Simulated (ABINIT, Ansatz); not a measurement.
**SnO2 (Cassiterite): one start, several treatments of the self-energy**

How much does the gap of SnO2 (Cassiterite) depend on the approximation to the self-energy?

Method: PBE and many-body steps on it, plane waves, in ABINIT 10.8.3.

**Experimental background.**

- Gap 3.6 eV: experimental gap quoted from earlier work; bulk crystal (quoted in “Study on the Photocatalytic Properties of Flower-Shaped SnO2”, 2022, pmc:9565917).

### 1. The structure

Symmetry: P4_2/mnm, No. 136, tetragonal system. Conventional cell: a = 4.738 Å, b = 4.738 Å, c = 3.187 Å, α = 90.00°, β = 90.00°, γ = 90.00°. Sn has 6 O at 2.05 to 2.06 Å nearest. Nearest to O lie 3 Sn at 2.05 to 2.06 Å. Farther neighbours and most contacts between anions are not listed.

The cell and positions come from the Crystallography Open Database and are kept as given unless a step says otherwise.

### 2. Empty states on the mesh, 4×4×4 mesh, 271 bands

This step: ABINIT 10.8.3; DFT, PBE, plane waves, norm-conserving pseudopotentials.

The sums over transitions need many empty states on a uniform mesh; this step solves for them.

run.abi reads:

```
acell 3*1.0 Angstrom
rprim 
  4.738000000000 0.000000000000 0.000000000000
  0.000000000000 4.738000000000 0.000000000000
  0.000000000000 0.000000000000 3.186500000000
ntypat 2
znucl 50 8
natom 6
typat 1 1 2 2 2 2
xred 
  0.000000000000 0.000000000000 0.000000000000
  0.500000000000 0.500000000000 0.500000000000
  0.307100000000 0.307100000000 0.000000000000
  0.192900000000 0.807100000000 0.500000000000
  0.692900000000 0.692900000000 0.000000000000
  0.807100000000 0.192900000000 0.500000000000
pp_dirpath "pseudos"
pseudos "Sn.upf, O.upf"
ecut 42
ngkpt 4 4 4
nshiftk 1
shiftk 0 0 0
kptopt 1
chksymbreak 0
iscf -2
irdden 1
istwfk *1
nband 271
nbdbuf 24
tolwfr 1e-09
nstep 60
prtvol 0
indata_prefix "in"
outdata_prefix "out"
tmpdata_prefix "tmp"
```

The run is started by

```console
OMP_NUM_THREADS=1 mpirun -n 8 abinit run.abi > log
```

Numbers of over 12 decimals in the logs are rounded to 6 here.

The log of the run:

```text
.Version 10.8.3 of ABINIT. v10.8.2 released Aug 2026.

 Symmetries : space group P4_2/m n m (#136); Bravais tP (primitive tetrag.)
[... echo of the input left out ...]
== DATASET  1 ==================================================================
-   mpi_nproc: 8, omp_nthreads: 1 (-1 if OMP is not activated)

--- !DatasetInfo
iteration_state: {dtset: 1, }
dimensions: {natom: 6, nkpt: 18, mband: 271, nsppol: 1, nspinor: 1, nspden: 1, mpw: 6312, }
cutoff_energies: {ecut:  42.0, pawecutdg:  -1.0, }
[...]
4.38916    4.39490    4.39490    4.42147    4.44648    4.45333    4.45869    4.47150
   4.47150    4.50645    4.50646    4.51263    4.51266    4.52011    4.52120    4.55848
   4.55886    4.55983    4.56013    4.56075    4.56429    4.56750    4.57868
 prteigrs : prtvol=0 or 1, do not print more k-points.

== END DATASET(S) ==============================================================
================================================================================

 -outvars: echo values of variables after computation  --------
            nband         271
             nkpt          18
          spgroup         136
 [... the other variables as echoed above ...]

 Calculation completed.
```

Run time: 4.5 min. Hardware: 8 MPI ranks of Arm Neoverse V1, shared host; peak memory 1.1 GiB.

This step gave:

```yaml
gap: 1.284 eV
k_of_the_valence_top: 0, 0, 0
k_of_the_conduction_bottom: 0, 0, 0
least_direct_gap: 1.284 eV
k_points_computed: 18
lowest_point_of_the_top_converged_band_above_the_valence_top: 109.8554 eV
```

On this mesh the gap is 1.284 eV.

The density comes from a self-consistent run that is not shown.

### 3. Screening, 4×4×4 mesh, 121 bands, screening to 141.5 eV

The RPA dielectric matrix is built and inverted for each q.

This step: RPA screening on PBE, plane waves, norm-conserving pseudopotentials.

Edit run.abi of step 2 so:

```diff
@@ -24,10 +24,11 @@
 chksymbreak 0
-iscf -2
-irdden 1
 istwfk *1
-nband 271
-nbdbuf 24
-tolwfr 1e-09
-nstep 60
-prtvol 0
+occopt 1
+irdwfk 1
+optdriver 3
+nband 121
+ecuteps 5.2
+inclvkb 2
+awtr 1
+symchi 1
 indata_prefix "in"
```

The log of the run:

```text
.Version 10.8.3 of ABINIT. v10.8.2 released Aug 2026.

 Symmetries : space group P4_2/m n m (#136); Bravais tP (primitive tetrag.)
[... echo of the input left out ...]
== DATASET  1 ==================================================================
-   mpi_nproc: 8, omp_nthreads: 1 (-1 if OMP is not activated)

--- !DatasetInfo
iteration_state: {dtset: 1, }
dimensions: {natom: 6, nkpt: 18, mband: 121, nsppol: 1, nspinor: 1, nspden: 1, mpw: 6312, }
cutoff_energies: {ecut:  42.0, pawecutdg:  -1.0, }
electrons: {nelect:   6.80000000E+01, charge:   0.00000000E+00, occopt:   1.00000000E+00, tsmear:   1.00000000E-02, }

 SCREENING: Calculation of the susceptibility and dielectric matrices

 Based on a program developped by R.W. Godby, V. Olevano, G. Onida, and L. Reining.
 Incorporated in ABINIT by V. Olevano, G.-M. Rignanese, and M. Torrent.
.Using double precision arithmetic ; gwpc =  8

[... cell and pseudopotentials left out ...]
--------------------------------------------------------------------------------

 ==== K-mesh for the wavefunctions ====
 Number of points in the irreducible wedge :    18
[... list of points left out ...]
 Together with 16 symmetry operations and time-reversal symmetry
 yields    64 points in the full Brillouin Zone.

 ==== Q-mesh for the screening function ====
 Number of points in the irreducible wedge :    18
[... list of points left out ...]
 Together with 16 symmetry operations and time-reversal symmetry
 yields    64 points in the full Brillouin Zone.

 setmesh: FFT mesh size selected  =    36x   36x   24
          total number of points  =        31104

 vcoul_init : cutoff-mode = AUXILIARY_FUNCTION
 q-points for optical limit:   1
     1)      0.000010    0.000020    0.000030

- screening: taking advantage of time-reversal symmetry
- Maximum band index for partially occupied states nbvw = 34
- Remaining bands to be divided among processors   nbcw = 87
- Number of bands treated by each node ~10

 Number of electrons calculated from density =   68.0000; Expected =   68.0000
 average of density, n =  0.140867
 r_s =    1.1923
 omega_plasma =   36.2043 [eV]

 calculating chi0 at frequencies [eV] :
  1    0.000000E+00    0.000000E+00
  2    0.000000E+00    3.620427E+01

--------------------------------------------------------------------------------
  q-point number  1        q = ( 0.000000, 0.000000, 0.000000) [r.l.u.]
--------------------------------------------------------------------------------
[... chi0 elements left out ...]
 For q-point:  0.000010 0.000020 0.000030
  dielectric constant =   4.5916
  dielectric constant without local fields =   4.8090

  Average fulfillment of the sum rule on Im[epsilon] for q-point    1 :     47.02  [%]
[... wings left out ...]
  q-point number  2        q = ( 0.250000, 0.000000, 0.000000) [r.l.u.]
--------------------------------------------------------------------------------
[... chi0 elements left out ...]
  Average fulfillment of the sum rule on Im[epsilon] for q-point    2 :     61.20  [%]

 [... 16 further q-points ...]
```

Run time: 3.2 min. Hardware: 8 MPI ranks; peak memory 4.5 GiB; 26 min of CPU time.

This step gave:

```yaml
eps_infinity_with_local_fields_on_this_mesh_along_the_program_s_q_direction: 4.592
the_same_without_local_fields: 4.809
plasma_frequency: 36.20 eV
plane_waves_in_the_screening_matrix: 275
```

Local fields lower ε∞ by 5 %. On a Γ-centred mesh this coarse the value itself is usually too large, while a short band sum pulls it down.

### 4. G0W0, Godby-Needs plasmon pole

The self-energy is evaluated for the states that the input lists, and the levels follow from it, in one-shot runs by the linearised quasiparticle equation.

This step: G0W0 on PBE, plane waves, norm-conserving pseudopotentials.

Edit run.abi of step 3 so:

```diff
@@ -27,8 +27,15 @@
 irdwfk 1
-optdriver 3
+optdriver 4
 nband 121
+gwcalctyp 0
+ecutsigx 42
+symsigma 1
+nkptgw 1
+kptgw 
+  0.0000000000 0.0000000000 0.0000000000
+bdgw 
+  32 36
 ecuteps 5.2
-inclvkb 2
-awtr 1
-symchi 1
+irdscr 1
+ppmodel 1
 indata_prefix "in"
```

The log of the run:

```text
.Version 10.8.3 of ABINIT. v10.8.2 released Aug 2026.

 Symmetries : space group P4_2/m n m (#136); Bravais tP (primitive tetrag.)
[... echo of the input left out ...]
== DATASET  1 ==================================================================
-   mpi_nproc: 8, omp_nthreads: 1 (-1 if OMP is not activated)

--- !DatasetInfo
iteration_state: {dtset: 1, }
dimensions: {natom: 6, nkpt: 18, mband: 121, nsppol: 1, nspinor: 1, nspden: 1, mpw: 6312, }
cutoff_energies: {ecut:  42.0, pawecutdg:  -1.0, }
electrons: {nelect:   6.80000000E+01, charge:   0.00000000E+00, occopt:   1.00000000E+00, tsmear:   1.00000000E-02, }

 SIGMA: Calculation of the GW corrections

 Based on a program developped by R.W. Godby, V. Olevano, G. Onida, and L. Reining.
 Incorporated in ABINIT by V. Olevano, G.-M. Rignanese, and M. Torrent.
.Using double precision arithmetic ; gwpc =  8

[... cell and pseudopotentials left out ...]
--------------------------------------------------------------------------------

 ==== K-mesh for the wavefunctions ====
 Number of points in the irreducible wedge :    18
[... list of points left out ...]
 Together with 16 symmetry operations and time-reversal symmetry
 yields    64 points in the full Brillouin Zone.

 ==== Q-mesh for screening function ====
 Number of points in the irreducible wedge :    18
[... list of points left out ...]
 Together with 16 symmetry operations and time-reversal symmetry
 yields    64 points in the full Brillouin Zone.

 vcoul_init : cutoff-mode = AUXILIARY_FUNCTION
 q-points for optical limit:   1
     1)      0.000010    0.000020    0.000030
 setmesh: FFT mesh size selected  =    54x   54x   36
          total number of points  =       104976

 Number of electrons calculated from density =   68.0000; Expected =   68.0000
 average of density, n =  0.140867
 r_s =    1.1923
 omega_plasma =   36.2043 [eV]

 === KS Band Gaps ===
  >>>> For spin  1
   Minimum direct gap =   1.2836 [eV], located at k-point      :   0.0000  0.0000  0.0000
   Fundamental gap    =   1.2836 [eV], Top of valence bands at :   0.0000  0.0000  0.0000
                                       Bottom of conduction at :   0.0000  0.0000  0.0000
 SIGMA fundamental parameters:
 PLASMON POLE MODEL  1
 number of plane-waves for SigmaX                 6273
 number of plane-waves for SigmaC and W            275
 number of plane-waves for wavefunctions          6273
 number of bands                                   121
 number of independent spin polarizations            1
 number of spinorial components                      1
 number of k-points in IBZ                          18
 number of q-points in IBZ                          18
 number of symmetry operations                      16
 number of k-points in BZ                           64
 number of q-points in BZ                           64
 number of frequencies for dSigma/dE                 9
 frequency step for dSigma/dE [eV]                0.25
 number of omega for Sigma on real axis              0
 max omega for Sigma on real axis  [eV]           0.00
 zcut for avoiding poles [eV]                     0.10

 EPSILON^-1 parameters (SCR file):
 dimension of the eps^-1 matrix on file            275
 dimension of the eps^-1 matrix used               275
 number of plane-waves for wavefunctions          6273
 number of bands                                   121
 number of q-points in IBZ                          18
 number of frequencies                               2
 number of real frequencies                          1
 number of imag frequencies                          1

 matrix elements of self-energy operator (all in [eV])

 Perturbative Calculation

--- !SelfEnergy_ee
iteration_state: {dtset: 1, }
kpoint     : [   0.000,    0.000,    0.000, ]
spin       : 1
KS_gap     :    1.284
QP_gap     :    2.725
Delta_QP_KS:    1.441
data: !SigmaeeData |
     Band     E0 <VxcDFT>   SigX SigC(E0)      Z dSigC/dE  Sig(E)    E-E0       E
       32   6.013 -20.016 -25.535   5.056   0.793  -0.260 -20.383  -0.367   5.646
       33   6.013 -20.016 -25.535   5.056   0.793  -0.260 -20.383  -0.367   5.646
       34   6.777 -20.351 -26.231   5.394   0.793  -0.262 -20.736  -0.385   6.392
       35   8.061 -16.498 -12.586  -2.662   0.845  -0.183 -15.442   1.056   9.117
       36  12.920 -16.302 -10.641  -3.708   0.840  -0.191 -14.662   1.639  14.559

== END DATASET(S) ==============================================================
================================================================================

 -outvars: echo values of variables after computation  --------
           etotal      0.0000000000E+00
            nband         121
             nkpt          18
          spgroup         136
 [... the other variables as echoed above ...]

 Calculation completed.
```

Elapsed: 9.2 s, on 8 MPI ranks; peak memory 2.8 GiB.

Numbers from this step:

```yaml
g0w0_gap_on_the_points_computed: 2.725 eV
starting_gap_on_the_mesh: 1.284 eV
k_of_the_valence_top: 0, 0, 0
k_of_the_conduction_bottom: 0, 0, 0
z_at_the_valence_top: 0.793
z_at_the_conduction_bottom: 0.845
least_direct_g0w0_gap_on_the_computed_points: 2.725 eV
```

The gap on the mesh goes from 1.28 eV to 2.73 eV, a correction of +1.44 eV.

### 5. G0W0, von der Linden-Horsch plasmon pole

Edit run.abi of step 4 so:

```diff
@@ -39,3 +39,3 @@
 irdscr 1
-ppmodel 1
+ppmodel 3
 indata_prefix "in"
```

The log of the run:

```text
.Version 10.8.3 of ABINIT. v10.8.2 released Aug 2026.

 Symmetries : space group P4_2/m n m (#136); Bravais tP (primitive tetrag.)
[... echo of the input left out ...]
== DATASET  1 ==================================================================
-   mpi_nproc: 8, omp_nthreads: 1 (-1 if OMP is not activated)

--- !DatasetInfo
iteration_state: {dtset: 1, }
dimensions: {natom: 6, nkpt: 18, mband: 121, nsppol: 1, nspinor: 1, nspden: 1, mpw: 6312, }
cutoff_energies: {ecut:  42.0, pawecutdg:  -1.0, }
electrons: {nelect:   6.80000000E+01, charge:   0.00000000E+00, occopt:   1.00000000E+00, tsmear:   1.00000000E-02, }

 SIGMA: Calculation of the GW corrections

 Based on a program developped by R.W. Godby, V. Olevano, G. Onida, and L. Reining.
 Incorporated in ABINIT by V. Olevano, G.-M. Rignanese, and M. Torrent.
.Using double precision arithmetic ; gwpc =  8

[... cell and pseudopotentials left out ...]
--------------------------------------------------------------------------------

 ==== K-mesh for the wavefunctions ====
 Number of points in the irreducible wedge :    18
[... list of points left out ...]
 Together with 16 symmetry operations and time-reversal symmetry
 yields    64 points in the full Brillouin Zone.

 ==== Q-mesh for screening function ====
 Number of points in the irreducible wedge :    18
[... list of points left out ...]
 Together with 16 symmetry operations and time-reversal symmetry
 yields    64 points in the full Brillouin Zone.

 vcoul_init : cutoff-mode = AUXILIARY_FUNCTION
 q-points for optical limit:   1
     1)      0.000010    0.000020    0.000030
 setmesh: FFT mesh size selected  =    54x   54x   36
          total number of points  =       104976

 Number of electrons calculated from density =   68.0000; Expected =   68.0000
[...]
number of q-points in IBZ                          18
 number of symmetry operations                      16
 number of k-points in BZ                           64
 number of q-points in BZ                           64
 number of frequencies for dSigma/dE                 9
 frequency step for dSigma/dE [eV]                0.25
 number of omega for Sigma on real axis              0
 max omega for Sigma on real axis  [eV]           0.00
 zcut for avoiding poles [eV]                     0.10

 EPSILON^-1 parameters (SCR file):
 dimension of the eps^-1 matrix on file            275
 dimension of the eps^-1 matrix used               275
 number of plane-waves for wavefunctions          6273
 number of bands                                   121
 number of q-points in IBZ                          18
 number of frequencies                               2
 number of real frequencies                          1
 number of imag frequencies                          1

 matrix elements of self-energy operator (all in [eV])

 Perturbative Calculation

--- !SelfEnergy_ee
iteration_state: {dtset: 1, }
kpoint     : [   0.000,    0.000,    0.000, ]
spin       : 1
KS_gap     :    1.284
QP_gap     :    2.715
Delta_QP_KS:    1.431
data: !SigmaeeData |
     Band     E0 <VxcDFT>   SigX SigC(E0)      Z dSigC/dE  Sig(E)    E-E0       E
       32   6.013 -20.016 -25.535   4.867   0.861  -0.162 -20.577  -0.561   5.452
       33   6.013 -20.016 -25.535   4.867   0.861  -0.162 -20.577  -0.561   5.452
       34   6.777 -20.351 -26.231   5.238   0.859  -0.164 -20.902  -0.552   6.225
       35   8.061 -16.498 -12.586  -2.930   0.895  -0.117 -15.619   0.879   8.940
       36  12.920 -16.302 -10.641  -3.895   0.894  -0.118 -14.723   1.579  14.499

== END DATASET(S) ==============================================================
================================================================================

 -outvars: echo values of variables after computation  --------
           etotal      0.0000000000E+00
            nband         121
             nkpt          18
          spgroup         136
 [... the other variables as echoed above ...]

 Calculation completed.
```

Run time: 7.6 s. Hardware: 8 MPI ranks; peak memory 2.3 GiB; 60 s of CPU time.

This step gave:

| Quantity | Value |
| --- | --- |
| G0W0 gap on the points computed | 2.715 eV |
| starting gap on the mesh | 1.284 eV |
| k of the valence top | 0, 0, 0 |
| k of the conduction bottom | 0, 0, 0 |
| Z at the valence top | 0.859 |
| Z at the conduction bottom | 0.895 |
| least direct G0W0 gap on the computed points | 2.715 eV |

Against G0W0 in ABINIT (4×4×4 mesh, 121 bands, screening to 141.5 eV, Godby-Needs plasmon pole), the gap moves by −0.010 eV.

### 6. G0W0, Hybertsen-Louie plasmon pole

Edit run.abi of step 5 so:

```diff
@@ -39,3 +39,3 @@
 irdscr 1
-ppmodel 3
+ppmodel 2
 indata_prefix "in"
```

The log of the run:

```text
.Version 10.8.3 of ABINIT. v10.8.2 released Aug 2026.

 Symmetries : space group P4_2/m n m (#136); Bravais tP (primitive tetrag.)
[... echo of the input left out ...]
== DATASET  1 ==================================================================
-   mpi_nproc: 8, omp_nthreads: 1 (-1 if OMP is not activated)

--- !DatasetInfo
iteration_state: {dtset: 1, }
dimensions: {natom: 6, nkpt: 18, mband: 121, nsppol: 1, nspinor: 1, nspden: 1, mpw: 6312, }
cutoff_energies: {ecut:  42.0, pawecutdg:  -1.0, }
[...]
34   6.777 -20.351 -26.231   4.842   0.868  -0.152 -21.252  -0.901   5.876
       35   8.061 -16.498 -12.586  -3.048   0.892  -0.121 -15.727   0.771   8.832
       36  12.920 -16.302 -10.641  -3.839   0.892  -0.121 -14.676   1.626  14.545

== END DATASET(S) ==============================================================
================================================================================

 -outvars: echo values of variables after computation  --------
           etotal      0.0000000000E+00
            nband         121
             nkpt          18
          spgroup         136
 [... the other variables as echoed above ...]

 Calculation completed.
```

Run time: 9 s. Hardware: 8 MPI ranks; peak memory 2.7 GiB; 71 s of CPU time.

This step gave:

* G0W0 gap on the points computed: 2.956 eV
* starting gap on the mesh: 1.284 eV
* k of the valence top: 0, 0, 0
* k of the conduction bottom: 0, 0, 0
* least direct G0W0 gap on the computed points: 2.956 eV

Against G0W0 in ABINIT (4×4×4 mesh, 121 bands, screening to 141.5 eV, Godby-Needs plasmon pole), the gap moves by +0.231 eV.

(Part 1 of 2 ends here.)

[Paths, hosts, dates, memory and timing lines, banners, echoed tables and standing remarks are left out of the program output.]

[Logs are printed without paths, hosts, clocks, repeated set-up lines and the standing remarks that a program may print on its own settings, such as how far it seeks lower states.]

[Runs of the session that timed out or met a known fault of the program may be left out.]

[Hosts, paths, dates, database ids (printed as entryN), source tags and the programs' standing remarks are cut or masked in the printed files.]

[G0W0 gaps are taken among the corrected bands and points alone; a level outside them can change the order at an edge.]

[Where Ansatz stands beside ABINIT at settings called matched, ABINIT's density can come from a denser mesh and the files from another edition; pairs whose starting gaps differed by over 0.03 eV were left out, so agreement reads better than it is.]
